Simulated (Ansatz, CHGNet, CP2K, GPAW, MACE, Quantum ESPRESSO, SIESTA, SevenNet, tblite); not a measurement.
# From one method to another: forces in Ge(100) slab, H on both faces (90 atoms)

Diamond-structure Ge (a = 5.658 Å), (100) slab of 6 atomic planes, 3 x 3 surface cells, H on the broken bonds of both faces, 12 Å of vacuum; displaced by a Gaussian of 0.02 Å. Then every atom was moved at random, 0.03 Å r.m.s. a Cartesian component (hydrogen 0.6 of that).

Two calculations on one geometry. First: Kohn-Sham DFT, PBE, SSSP efficiency 1.3.0 pseudopotentials, plane waves; sssp-1.3.0-efficiency; 45/360 Ry; levels smeared at 580 K (Quantum ESPRESSO 7.5; sssp-pbe-1.3.0-efficiency, cutoffs 45/360 Ry, Γ point). Second: GFN1-xTB tight binding, diagonalisation; levels smeared at 580 K; periodic xTB differs between programs (tblite 0.8.0; Γ point).

Cell vectors (Å):

```
12.002 0.000 0.000
0.000 12.002 0.000
0.000 0.000 20.839
```

Atom, position (Å) and force of the first calculation (eV/Å):

```
1 Ge 1.999 2.071 6.889 -0.117 -1.510 0.572
2 Ge 0.049 2.032 8.295 -0.867 -0.470 0.172
3 Ge 12.002 4.012 9.740 -0.042 -0.156 -0.370
4 Ge 2.094 0.015 11.138 -0.569 -0.114 -0.164
5 Ge 2.015 2.003 12.490 0.662 0.304 0.796
6 Ge 0.065 2.037 13.970 -0.258 -1.053 0.279
7 Ge 2.037 5.984 6.872 -0.329 -0.200 1.967
8 Ge 11.978 5.969 8.322 0.475 0.575 -0.294
9 Ge 0.050 8.011 9.750 -0.526 -0.282 -0.492
10 Ge 1.963 4.054 11.145 0.723 -0.550 -0.425
11 Ge 2.018 5.997 12.525 0.550 0.419 0.286
12 Ge 0.080 6.007 13.923 -0.690 0.628 -0.316
13 Ge 1.994 9.968 6.889 0.757 0.359 -0.346
14 Ge 0.046 9.974 8.256 -0.501 0.064 0.560
15 Ge 0.086 11.965 9.736 -0.484 0.264 -0.287
16 Ge 2.046 7.966 11.073 0.312 0.562 0.390
17 Ge 2.044 10.041 12.517 0.085 -0.677 0.403
18 Ge 0.026 10.009 13.960 -0.010 0.089 -0.623
19 Ge 6.004 2.058 6.892 -0.551 -1.859 1.400
20 Ge 3.932 2.035 8.323 0.863 -0.242 -0.409
21 Ge 4.039 4.013 9.699 -0.988 0.176 0.233
22 Ge 6.022 0.026 11.109 -0.004 -0.403 0.057
23 Ge 6.016 1.985 12.524 0.840 0.155 0.258
24 Ge 4.116 1.968 13.935 -1.242 -0.301 0.048
25 Ge 5.986 6.014 6.894 0.324 0.278 -0.002
26 Ge 4.054 5.998 8.287 -0.601 -0.219 -0.260
27 Ge 4.031 7.994 9.605 0.276 -0.468 1.286
28 Ge 5.957 3.981 11.107 0.479 0.039 0.529
29 Ge 6.074 5.979 12.518 -0.697 -0.222 0.421
30 Ge 4.016 5.971 13.974 0.409 0.512 -1.082
31 Ge 5.995 10.044 6.857 0.294 -1.164 0.594
32 Ge 4.064 9.947 8.306 -0.703 1.079 -0.630
33 Ge 4.014 0.006 9.706 0.383 -0.186 -0.261
34 Ge 6.017 7.984 11.158 0.080 0.278 -0.573
35 Ge 6.060 10.014 12.539 -0.631 0.057 -0.008
36 Ge 4.043 10.053 13.987 0.079 -0.389 -1.303
37 Ge 9.960 1.990 6.865 0.691 0.481 0.283
38 Ge 7.991 2.030 8.257 0.081 -0.178 0.864
39 Ge 7.965 4.012 9.780 0.532 0.074 -0.763
40 Ge 10.010 11.964 11.170 0.517 0.638 -0.766
41 Ge 10.079 1.991 12.512 -0.484 0.082 0.728
42 Ge 8.032 1.991 14.019 0.293 0.336 -1.198
43 Ge 10.003 6.017 6.870 -0.313 -0.837 0.639
44 Ge 7.952 6.048 8.294 0.645 -0.387 0.231
45 Ge 8.066 8.030 9.730 -0.882 -0.036 -0.269
46 Ge 10.045 4.013 11.139 -0.622 -0.160 0.003
47 Ge 10.017 5.987 12.565 0.695 0.216 -0.202
48 Ge 8.064 5.985 13.921 -0.378 -0.037 0.531
49 Ge 10.023 9.918 6.879 -0.104 3.165 1.049
50 Ge 7.979 10.011 8.275 0.422 -0.024 0.102
51 Ge 8.024 11.982 9.745 0.079 0.487 -0.655
52 Ge 10.003 7.991 11.123 0.656 0.286 0.419
53 Ge 10.009 10.048 12.545 0.433 -1.007 0.243
54 Ge 8.038 9.979 13.906 -0.088 0.707 0.455
55 H 1.978 0.767 6.036 0.049 0.501 0.070
56 H 1.995 3.268 6.049 0.039 0.704 -0.882
57 H 0.006 0.694 14.899 0.097 1.253 -0.550
58 H 0.010 3.303 14.851 0.059 -0.404 -0.002
59 H 2.048 7.216 6.080 -0.003 0.712 -0.843
60 H 2.011 4.737 6.086 0.039 -0.444 -0.765
61 H 0.060 4.797 14.802 0.046 -0.346 0.408
62 H 0.019 7.223 14.859 0.070 -0.177 0.011
63 H 2.005 11.255 5.968 0.020 -0.696 0.279
64 H 2.014 8.708 5.991 -0.008 0.443 -0.027
65 H 0.016 8.752 14.819 0.015 0.069 0.144
66 H 0.010 11.244 14.868 0.026 -0.128 0.114
67 H 6.031 0.790 6.013 -0.053 0.328 -0.025
68 H 6.036 3.203 6.033 -0.001 1.387 -1.256
69 H 4.055 0.737 14.906 0.053 0.647 -0.288
70 H 4.019 3.215 14.808 0.098 -0.063 0.130
71 H 6.010 4.754 6.057 0.013 0.039 -0.291
72 H 6.020 7.259 5.983 -0.073 -0.331 -0.052
73 H 4.015 4.748 14.834 -0.036 -0.278 0.469
74 H 4.092 7.241 14.810 -0.099 -0.062 0.202
75 H 6.059 8.733 6.023 -0.053 0.556 -0.014
76 H 6.041 11.260 6.016 -0.052 0.519 -0.618
77 H 4.114 8.821 14.840 -0.060 -0.306 0.415
78 H 4.029 11.273 14.840 -0.014 0.341 0.525
79 H 9.981 0.724 5.998 -0.012 0.154 -0.123
80 H 9.998 3.279 5.981 -0.023 -0.578 0.059
81 H 8.071 0.758 14.891 -0.052 -0.123 0.305
82 H 8.064 3.259 14.875 -0.065 -0.185 0.125
83 H 9.990 7.235 5.998 0.053 0.196 -0.435
84 H 10.028 4.734 5.983 -0.018 0.539 0.090
85 H 8.080 4.753 14.872 -0.035 0.456 -0.150
86 H 7.996 7.257 14.809 0.037 -0.447 -0.103
87 H 10.072 11.287 5.974 -0.029 -1.310 0.547
88 H 10.044 8.786 6.023 0.011 -1.607 -1.448
89 H 8.011 11.262 14.816 -0.006 -0.684 -0.217
90 H 8.023 8.753 14.820 0.018 0.147 0.095
```

**Question.** What forces does the second calculation give?

Atom and force (eV/Å):

```
1 -0.087 -1.213 0.548
2 -0.693 -0.372 -0.295
3 -0.047 -0.157 -0.295
4 -0.433 -0.084 -0.108
5 0.515 0.283 1.044
6 -0.187 -0.726 0.020
7 -0.241 -0.167 1.760
8 0.413 0.468 -0.688
9 -0.438 -0.209 -0.401
10 0.572 -0.462 -0.322
11 0.483 0.395 0.670
12 -0.561 0.462 -0.327
13 0.678 0.254 -0.119
14 -0.465 0.054 0.001
15 -0.353 0.193 -0.235
16 0.323 0.427 0.341
17 0.041 -0.577 0.746
18 0.004 0.082 -0.587
19 -0.506 -1.567 1.323
20 0.693 -0.216 -0.722
21 -0.835 0.137 0.129
22 -0.051 -0.332 0.049
23 0.803 0.150 0.579
24 -1.032 -0.249 -0.053
25 0.243 0.219 0.052
26 -0.561 -0.228 -0.629
27 0.206 -0.432 1.048
28 0.343 0.020 0.476
29 -0.559 -0.192 0.787
30 0.327 0.383 -1.064
31 0.205 -0.914 0.583
32 -0.553 0.984 -0.979
33 0.340 -0.151 -0.296
34 0.039 0.219 -0.423
35 -0.534 0.036 0.407
36 0.053 -0.230 -1.180
37 0.538 0.329 0.300
38 0.051 -0.137 0.238
39 0.422 0.052 -0.587
40 0.404 0.582 -0.656
41 -0.381 0.073 1.001
42 0.225 0.271 -1.043
43 -0.266 -0.657 0.646
44 0.523 -0.309 -0.267
45 -0.698 0.000 -0.237
46 -0.511 -0.117 0.030
47 0.624 0.177 0.268
48 -0.334 -0.009 0.339
49 -0.095 2.554 1.167
50 0.299 0.000 -0.404
51 0.094 0.382 -0.511
52 0.547 0.211 0.412
53 0.405 -0.896 0.654
54 -0.069 0.508 0.268
55 0.028 1.347 0.156
56 0.015 -0.337 -0.641
57 0.063 1.911 -0.415
58 0.021 -1.249 -0.041
59 0.002 -0.371 -0.603
60 0.036 0.589 -0.563
61 0.048 0.650 0.215
62 0.060 -1.025 -0.067
63 0.012 -1.441 0.253
64 -0.031 1.242 0.009
65 0.007 0.978 0.032
66 0.023 -1.131 -0.032
67 -0.025 1.126 0.041
68 0.028 0.351 -0.996
69 0.046 1.435 -0.267
70 0.097 -0.919 0.031
71 0.019 0.905 -0.162
72 -0.063 -1.234 0.052
73 -0.029 0.706 0.330
74 -0.096 -0.910 0.120
75 -0.021 1.436 0.068
76 -0.024 -0.497 -0.412
77 -0.046 0.594 0.266
78 -0.017 -0.725 0.329
79 -0.053 1.174 0.019
80 -0.028 -1.439 0.124
81 -0.020 0.866 0.184
82 -0.052 -1.109 0.038
83 0.032 -0.677 -0.289
84 0.004 1.424 0.145
85 -0.030 1.281 -0.205
86 0.027 -1.292 -0.152
87 0.024 -1.972 0.421
88 0.032 -0.606 -1.187
89 -0.029 -1.451 -0.244
90 0.015 1.067 -0.014
```

The two sets differ by 362 meV/Å r.m.s., 64 % of the r.m.s. force of the Quantum ESPRESSO run. Periodic xTB results under one method name differ between programs and library versions. The electronic-structure runs sample only Γ, in a cell whose shortest periodic width is 12 Å.

[Logs are printed without paths, hosts, clocks, repeated set-up lines and the standing remarks that a program may print on its own settings, such as how far it seeks lower states.]

[Hosts, paths, dates, database ids (printed as entryN), source tags and the programs' standing remarks are cut or masked in the printed files.]
